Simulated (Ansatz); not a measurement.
Two G0W0 runs on ScBiO3 (C2/c).

```xyz
20
Lattice="4.9904 -2.9468 0.0000 4.9904 2.9468 0.0000 -3.2880 0.0000 9.5949" Properties=species:S:1:pos:R:3 pbc="T T T"
Sc    2.4952   -1.4734    0.0000
Sc    2.5244   -1.4544    7.1961
Sc    0.8512    1.4734    4.7974
Sc    4.1684    1.4544    2.3987
Bi    4.2591    1.9449    6.1190
Bi    5.9031   -1.9449    1.3216
Bi    2.4338   -1.9449    3.4758
Bi    0.7898    1.9449    8.2733
O    -1.2964   -0.1604    8.0382
O     1.1563   -1.8469    8.7900
O     5.3905    0.1678    3.4746
O     6.3452   -0.1604    6.3541
O     2.9464    0.1678    1.3228
O     1.3024   -0.1678    6.1203
O     2.8003    1.8469    3.9926
O     3.8926   -1.8469    5.6023
O     7.9892    0.1604    1.5566
O     3.7465   -0.1678    8.2720
O     5.5366    1.8469    0.8048
O     0.3476    0.1604    3.2408
```

The cell is the Materials Project's (PBE, PBE+U or r2SCAN) relaxed one; the ions were relaxed with LDA. Spin-orbit coupling is left out unless a run names it.

The first (Ansatz 0.2.0; start LDA, 4×4×2 mesh, 441 empty bands, screening to 78 eV, PAW set soft_1 files; 1 × NVIDIA GB200 (shared by 2 runs) with 24 threads of Arm Neoverse V2, shared host) gave, on its mesh: starting gap 2.83 eV, G0W0 gap 3.75 eV, RPA ε∞ (mean) 5.57, 18 s.

The second changes mesh from 4×4×2 to 2×2×2. What does it give?

It gave: starting gap 2.82 eV, G0W0 gap 3.73 eV, RPA ε∞ (mean) 5.96, 6.1 s. The G0W0 gap moves by −0.03 eV, −0.01 eV from the start and −0.02 eV from the correction. Σc changes by +0.09 eV at the valence top and −0.12 eV at the conduction bottom, and Σx − Vxc between them by +0.19 eV.

Limits: not at the basis limit; no spin-orbit coupling; coarse k mesh.

[Paths, hosts, dates, memory and timing lines, banners, echoed tables and standing remarks are left out of the program output.]

[Logs are printed without paths, hosts, clocks, repeated set-up lines and the standing remarks that a program may print on its own settings, such as how far it seeks lower states.]

[Runs of the session that timed out or met a known fault of the program may be left out.]

[Cells called generated may have been cut or substituted from an entry of the Crystallography Open Database or the Materials Project.]

[Hosts, paths, dates, database ids (printed as entryN), source tags and the programs' standing remarks are cut or masked in the printed files.]
